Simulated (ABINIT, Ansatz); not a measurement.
# MgSiTe3 (Pm-3m): zone-centre phonons, part 2 of 4

Which modes does MgSiTe3 (Pm-3m) have at the zone centre?

ABINIT 10.8.3; DFT LDA, scalar-relativistic, plane waves, HGH norm-conserving pseudopotentials.

So far. Step 2 (Relaxing the cell and atoms): The volume changes by +3.1 % from the cell with which this run began. The relaxed cell has a = 5.228 Å (conventional setting).

The structure was built from a prototype and need not be the compound's stable phase.

## 4. Zone-centre response

At q = 0 one unit cell holds all displacements. The response is solved for single atoms along the cell's directions, and symmetry skips those that follow from others. The crystal is treated as a metal, which screens a static field, so no field response is asked.

The input, dfpt_gamma.abi:

```

# common to the responses
getwfk_filepath "gso_WFK"
kptopt 2
nqpt 1
qpt 0.0 0.0 0.0
asr 0
chneut 0

# displacements
rfphon 1
rfatpol 1 5
rfdir 1 1 1
tolvrs 1.0d-10
prtwf 0

# basis, mesh and filling
ecut 30.0
ixc 7
ngkpt 4 4 4
nshiftk 1
shiftk 0.0 0.0 0.0
istwfk *1
occopt 3
tsmear 0.01
nband 19
nstep 100
diemac 1000000.0
prtebands 0
prtgsr 0

# cell and atoms
acell 3*1.0 Angstrom
rprim 
    5.228297802 0.0 0.0
    0.0 5.228297802 0.0
    0.0 0.0 5.228297802
ntypat 3
znucl 12 14 52
natom 5
typat 1 2 3 3 3
xred 
    0.0 0.0 0.0
    0.5 0.5 0.5
    0.5 0.5 0.0
    0.5 0.0 0.5
    0.0 0.5 0.5
pp_dirpath "./pseudo"
pseudos "Mg.hgh, Si.hgh, Te.hgh"
```

Command:

```
$ OMP_NUM_THREADS=1 mpirun -n 4 abinit dfpt_gamma.abi > dfpt_gamma.log
```

Numbers of over 12 decimals in the logs are rounded to 6 here.

dfpt_gamma.abo, the main output file:

```text
[banners, grids, parts of the stress and lines that vanish by symmetry left out]
- input  file    -> dfpt_gamma.abi
- output file    -> dfpt_gamma.abo
- root for input  files -> dfpt_gammai
- root for output files -> dfpt_gammao

 Symmetries : space group Pm -3 m (#221); Bravais cP (primitive cubic)
================================================================================
 Values of the parameters that define the memory need of the present run (RF).
     intxc =       0      iscf =       7    lmnmax =       6     lnmax =       6
     mgfft =      50  mpssoang =       3    mqgrid =    3001     natom =       5
  nloc_mem =       1    nspden =       1   nspinor =       1    nsppol =       1
      nsym =      48    n1xccc =       0    ntypat =       3    occopt =       3
   xclevel =       1
-    mband =          19        mffmem =           1         mkmem =           9
-   mkqmem =           9        mk1mem =           9           mpw =        7624
      nfft =      125000          nkpt =          36
- my_mband =          19
================================================================================
================================================================================

--------------------------------------------------------------------------------
------------- Echo of variables that govern the present computation ------------
--------------------------------------------------------------------------------
-
- outvars: echo of selected default values
-   iomode0 =  0 , fftalg0 =312 , wfoptalg0 =  0
-
- outvars: echo of global parameters not present in the input file
-  max_nthreads =    1
-
 -outvars: echo values of preprocessed input variables
 [... echo left out ...]
================================================================================

 chkinp: Checking input parameters for consistency.

[...]
== DATASET  1 ==================================================================
-   mpi_nproc: 4, omp_nthreads: 1 (-1 if OMP is not activated)

--- !DatasetInfo
iteration_state: {dtset: 1, }
dimensions: {natom: 5, nkpt: 36, mband: 19, nsppol: 1, nspinor: 1, nspden: 1, mpw: 7624, }
cutoff_energies: {ecut:  30.0, pawecutdg:  -1.0, }
electrons: {nelect:   2.40000000E+01, charge:   0.00000000E+00, occopt:   3.00000000E+00, tsmear:   1.00000000E-02, }
meta: {optdriver: 1, rfphon: 1, }
...

 mkfilename: getwfk from: gso_WFK

 Exchange-correlation functional for the present dataset will be:
  LDA: Perdew-Wang 92 LSD fit to Ceperley-Alder data - ixc=7
 Citation for XC functional:
  J.P.Perdew and Y.Wang, PRB 45, 13244 (1992)

 Real(R)+Recip(G) space primitive vectors, cartesian coordinates (Bohr,Bohr^-1):
 R(1)=  9.8800510  0.0000000  0.0000000  G(1)=  0.1012141  0.0000000  0.0000000
 R(2)=  0.0000000  9.8800510  0.0000000  G(2)=  0.0000000  0.1012141  0.0000000
 R(3)=  0.0000000  0.0000000  9.8800510  G(3)=  0.0000000  0.0000000  0.1012141
 Unit cell volume ucvol=  9.6444519E+02 bohr^3
 Angles (23,13,12)=  9.00000000E+01  9.00000000E+01  9.00000000E+01 degrees
 setup1 : take into account q-point for computing boxcut.

 getcut: wavevector=  0.0000  0.0000  0.0000  ngfft=  50  50  50
         ecut(hartree)=     30.000   => boxcut(ratio)=   2.05251

--- Pseudopotential description ------------------------------------------------
- pspini: atom type   1  psp file is ./pseudo/Mg.hgh

- pspini: atom type   2  psp file is ./pseudo/Si.hgh

- pspini: atom type   3  psp file is ./pseudo/Te.hgh

   2.62995685E+03                                ecore*ucvol(ha*bohr**3)
--------------------------------------------------------------------------------

 ==>  initialize data related to q vector <==

 The list of irreducible perturbations for this q vector is:
    1)    idir= 1    ipert=   1
    2)    idir= 1    ipert=   2
    3)    idir= 1    ipert=   3
    4)    idir= 3    ipert=   3

[...]
The perturbation idir=   2  ipert=   1 is
 symmetric of a previously calculated perturbation.
 So, its SCF calculation is not needed.

 The perturbation idir=   3  ipert=   1 is
 symmetric of a previously calculated perturbation.
 So, its SCF calculation is not needed.

 The perturbation idir=   2  ipert=   2 is
 symmetric of a previously calculated perturbation.
 So, its SCF calculation is not needed.

 The perturbation idir=   3  ipert=   2 is
 symmetric of a previously calculated perturbation.
 So, its SCF calculation is not needed.

[...]
The perturbation idir=   2  ipert=   5 is
 symmetric of a previously calculated perturbation.
 So, its SCF calculation is not needed.

 The perturbation idir=   3  ipert=   5 is
 symmetric of a previously calculated perturbation.
 So, its SCF calculation is not needed.

--------------------------------------------------------------------------------
 Perturbation wavevector (in red.coord.)   0.000000  0.000000  0.000000
 Perturbation : displacement of atom   1   along direction   1
 Found     8 symmetries that leave the perturbation invariant.

[...]
dfpt_looppert : total number of electrons, from k and k+q
  fully or partially occupied states are    2.400000E+01 and    2.400000E+01.
 Initialisation of the first-order wave-functions :
  ireadwf=   0

--- !BeginCycle
iteration_state: {dtset: 1, }
solver: {iscf: 7, nstep: 100, nline: 4, wfoptalg: 0, }
tolerances: {tolvrs: 1.00E-10, }
...

     iter   2DEtotal(Ha)        deltaE(Ha) residm    vres2
-ETOT  1   5.355899     -6.797E+00 7.535E-01 3.408E+04
 ETOT  2 -0.912604     -6.269E+00 1.193E-02 7.823E+02
 ETOT  3  -1.072733     -1.601E-01 1.916E-03 8.353E+01
 ETOT  4  -1.088986     -1.625E-02 7.417E-04 6.595E-01
 ETOT  5  -1.089169     -1.830E-04 2.093E-05 1.169E-02
[...]
At SCF step   11       vres2   =  1.26E-11 < tolvrs=  1.00E-10 =>converged.
[...]
Mean square residual over all n,k,spin=   99.474E-14; max=  24.735E-11

 Thirteen components of 2nd-order total energy (hartree) are
 1,2,3: 0th-order hamiltonian combined with 1st-order wavefunctions
     kin0=   1.41411972E+01 eigvalue=  -1.54379612E-01  local=  -9.20560464E+00
 4,5,6: 1st-order hamiltonian combined with 1st and 0th-order wfs
 loc psp =   2.32177403E+00  Hartree=   2.94380850E+00     xc=  -1.47566663E+00
 note that "loc psp" includes a xc core correction that could be resolved
 7,8,9: eventually, occupation + non-local contributions
    edocc=   1.30190038E+00     enl0=   5.69069117E+00   enl1=  -2.88056667E+01
 1-9 gives the relaxation energy (to be shifted if some occ is /=2.0)
   erelax=  -1.32419463E+01
 10,11,12 Non-relaxation  contributions : frozen-wavefunctions and Ewald
 fr.local=  -2.29353508E+01 fr.nonlo=   1.64336896E+01  Ewald=   1.86544351E+01
 13,14 Frozen wf xc core corrections (1) and (2)
 frxc 1  =   0.00000000E+00  frxc 2 =   0.00000000E+00
 Resulting in :
 2DEtotal=   -0.1089172394E+01 Ha. Also 2DEtotal=   -0.296378906937E+02 eV
    (2DErelax=   -1.3241946276E+01 Ha. 2DEnonrelax=    1.2152773883E+01 Ha)
    (  non-var. 2DEtotal :   -1.0891724501E+00 Ha)

[...]
Perturbation wavevector (in red.coord.)   0.000000  0.000000  0.000000
 Perturbation : displacement of atom   2   along direction   1
 Found     8 symmetries that leave the perturbation invariant.

[...]
dfpt_looppert : total number of electrons, from k and k+q
  fully or partially occupied states are    2.400000E+01 and    2.400000E+01.
 Initialisation of the first-order wave-functions :
  ireadwf=   0

--- !BeginCycle
iteration_state: {dtset: 1, }
solver: {iscf: 7, nstep: 100, nline: 4, wfoptalg: 0, }
tolerances: {tolvrs: 1.00E-10, }
...

     iter   2DEtotal(Ha)        deltaE(Ha) residm    vres2
-ETOT  1   149.85542186913     -1.074E+01 1.538E+00 6.330E+05
[...]
At SCF step   12       vres2   =  3.25E-12 < tolvrs=  1.00E-10 =>converged.
[...]
Mean square residual over all n,k,spin=   70.341E-13; max=  21.047E-10

 Thirteen components of 2nd-order total energy (hartree) are
 1,2,3: 0th-order hamiltonian combined with 1st-order wavefunctions
     kin0=   1.73376834E+02 eigvalue=   6.59377151E+00  local=  -1.65603226E+02
 4,5,6: 1st-order hamiltonian combined with 1st and 0th-order wfs
 loc psp =   5.92420090E+01  Hartree=   4.53662394E+01     xc=  -1.47643983E+01
 note that "loc psp" includes a xc core correction that could be resolved
 7,8,9: eventually, occupation + non-local contributions
    edocc=   1.18838446E+01     enl0=   1.02624729E+02   enl1=  -3.78197598E+02
 1-9 gives the relaxation energy (to be shifted if some occ is /=2.0)
   erelax=  -1.59477795E+02
 10,11,12 Non-relaxation  contributions : frozen-wavefunctions and Ewald
 fr.local=  -7.01847788E+01 fr.nonlo=   1.96866495E+02  Ewald=   3.39171547E+01
 13,14 Frozen wf xc core corrections (1) and (2)
 frxc 1  =   0.00000000E+00  frxc 2 =   0.00000000E+00
 Resulting in :
 2DEtotal=    0.1121075899E+01 Ha. Also 2DEtotal=    0.305060293043E+02 eV
    (2DErelax=   -1.5947779470E+02 Ha. 2DEnonrelax=    1.6059887059E+02 Ha)
    (  non-var. 2DEtotal :    1.1210759114E+00 Ha)

[...]
Perturbation wavevector (in red.coord.)   0.000000  0.000000  0.000000
 Perturbation : displacement of atom   3   along direction   1
 Found     4 symmetries that leave the perturbation invariant.

[...]
dfpt_looppert : total number of electrons, from k and k+q
  fully or partially occupied states are    2.400000E+01 and    2.400000E+01.
 Initialisation of the first-order wave-functions :
  ireadwf=   0

--- !BeginCycle
iteration_state: {dtset: 1, }
solver: {iscf: 7, nstep: 100, nline: 4, wfoptalg: 0, }
tolerances: {tolvrs: 1.00E-10, }
...

     iter   2DEtotal(Ha)        deltaE(Ha) residm    vres2
-ETOT  1   198.86690366727     -1.646E+02 1.292E+01 9.470E+05
[...]
At SCF step   12       vres2   =  2.10E-11 < tolvrs=  1.00E-10 =>converged.
[...]
Mean square residual over all n,k,spin=   19.305E-12; max=  59.861E-10

 Thirteen components of 2nd-order total energy (hartree) are
 1,2,3: 0th-order hamiltonian combined with 1st-order wavefunctions
     kin0=   3.01857149E+02 eigvalue=   9.69291623E+00  local=  -7.11777367E+01
 4,5,6: 1st-order hamiltonian combined with 1st and 0th-order wfs
 loc psp =  -4.44569345E+02  Hartree=   8.84352493E+01     xc=  -3.43559459E+01
 note that "loc psp" includes a xc core correction that could be resolved
 7,8,9: eventually, occupation + non-local contributions
    edocc=   1.71073702E+01     enl0=   5.32129643E+01   enl1=  -2.84974586E+02
 1-9 gives the relaxation energy (to be shifted if some occ is /=2.0)
   erelax=  -3.64771966E+02
 10,11,12 Non-relaxation  contributions : frozen-wavefunctions and Ewald
 fr.local=   2.21339512E+02 fr.nonlo=   1.43380643E+02  Ewald=  -1.27609906E+00
 13,14 Frozen wf xc core corrections (1) and (2)
 frxc 1  =   0.00000000E+00  frxc 2 =   0.00000000E+00
 Resulting in :
 2DEtotal=   -0.1327910401E+01 Ha. Also 2DEtotal=   -0.361342828240E+02 eV
    (2DErelax=   -3.6477196566E+02 Ha. 2DEnonrelax=    3.6344405526E+02 Ha)
    (  non-var. 2DEtotal :   -1.3279104898E+00 Ha)

[...]
Perturbation wavevector (in red.coord.)   0.000000  0.000000  0.000000
 Perturbation : displacement of atom   3   along direction   3
 Found     8 symmetries that leave the perturbation invariant.

--------------------------------------------------------------------------------

--------------------------------------------------------------------------------

 dfpt_looppert : total number of electrons, from k and k+q
  fully or partially occupied states are    2.400000E+01 and    2.400000E+01.
 Initialisation of the first-order wave-functions :
  ireadwf=   0

--- !BeginCycle
iteration_state: {dtset: 1, }
solver: {iscf: 7, nstep: 100, nline: 4, wfoptalg: 0, }
tolerances: {tolvrs: 1.00E-10, }
...

     iter   2DEtotal(Ha)        deltaE(Ha) residm    vres2
-ETOT  1   298.73924916368     -7.432E+01 3.048E+00 1.282E+06
[...]
ETOT 11   6.858223      1.501E-11 2.335E-09 2.570E-10
 ETOT 12   6.858223     -2.672E-11 1.103E-10 1.445E-11

 At SCF step   12       vres2   =  1.45E-11 < tolvrs=  1.00E-10 =>converged.
[...]
Mean square residual over all n,k,spin=   12.070E-13; max=  11.032E-11

 Thirteen components of 2nd-order total energy (hartree) are
 1,2,3: 0th-order hamiltonian combined with 1st-order wavefunctions
     kin0=   2.91764509E+02 eigvalue=   1.19926519E+01  local=  -7.19598674E+01
 4,5,6: 1st-order hamiltonian combined with 1st and 0th-order wfs
 loc psp =  -4.48536365E+02  Hartree=   9.33734171E+01     xc=  -3.30618918E+01
 note that "loc psp" includes a xc core correction that could be resolved
 7,8,9: eventually, occupation + non-local contributions
    edocc=   2.47189430E+01     enl0=   4.93683054E+01   enl1=  -2.83855769E+02
 1-9 gives the relaxation energy (to be shifted if some occ is /=2.0)
   erelax=  -3.66196067E+02
 10,11,12 Non-relaxation  contributions : frozen-wavefunctions and Ewald
 fr.local=   9.38091163E+01 fr.nonlo=   1.39328499E+02  Ewald=   1.39916675E+02
 13,14 Frozen wf xc core corrections (1) and (2)
 frxc 1  =   0.00000000E+00  frxc 2 =   0.00000000E+00
 Resulting in :
 2DEtotal=    0.6858222772E+01 Ha. Also 2DEtotal=    0.186621748810E+03 eV
    (2DErelax=   -3.6619606678E+02 Ha. 2DEnonrelax=    3.7305428955E+02 Ha)
    (  non-var. 2DEtotal :    6.8582228029E+00 Ha)

[...]
---- first-order wavefunction calculations are completed ----

 ==> Compute Derivative Database <==

 [... matrices left out ...]
  Phonon wavevector (reduced coordinates) :  0.00000  0.00000  0.00000
 Phonon energies in Hartree :
  -5.547636E-04 -5.547636E-04 -5.547636E-04 -3.309075E-04 -3.309075E-04
  -3.309075E-04 -3.159043E-04 -3.159043E-04 -3.159043E-04 -1.124929E-05
  -1.124929E-05 -1.124929E-05  8.214334E-04  8.214334E-04  8.214334E-04
 Phonon frequencies in cm-1    :
- -1.217565E+02 -1.217565E+02 -1.217565E+02 -7.262580E+01 -7.262580E+01
- -7.262580E+01 -6.933299E+01 -6.933299E+01 -6.933299E+01 -2.468934E+00
- -2.468934E+00 -2.468934E+00  1.802838E+02  1.802838E+02  1.802838E+02

== END DATASET(S) ==============================================================
================================================================================

 -outvars: echo values of variables after computation
            acell      1.8897261259E+00  1.8897261259E+00  1.8897261259E+00 Bohr
           etotal      6.8582227720E+00
            fcart      0.0000000000E+00  0.0000000000E+00  0.0000000000E+00
           strten      0.0000000000E+00  0.0000000000E+00  0.0000000000E+00
================================================================================
```

Wall time 3.5 min (4 MPI ranks of Intel Xeon at 2.70GHz, shared host).

Numbers from this step:

```
largest acoustic frequency at the zone centre before the sum rule : -2.47 cm⁻¹
highest optical zone-centre mode (no LO-TO term)                  : 180.3 cm⁻¹
lowest optical zone-centre mode                                   : -121.8 cm⁻¹
```

The acoustic modes at Γ come out as far as 2.5 cm⁻¹ from zero, where they should vanish, a small numerical error. The lowest optical mode is imaginary, 122i cm⁻¹, an instability at this level and on this k mesh.

(Part 2 of 4 ends here.)

[Host names and launcher messages were left out of these logs when they were recorded.]

[Logs are printed without paths, hosts, clocks, repeated set-up lines and the standing remarks that a program may print on its own settings, such as how far it seeks lower states.]

[Hosts, paths, dates, database ids (printed as entryN), source tags and the programs' standing remarks are cut or masked in the printed files.]
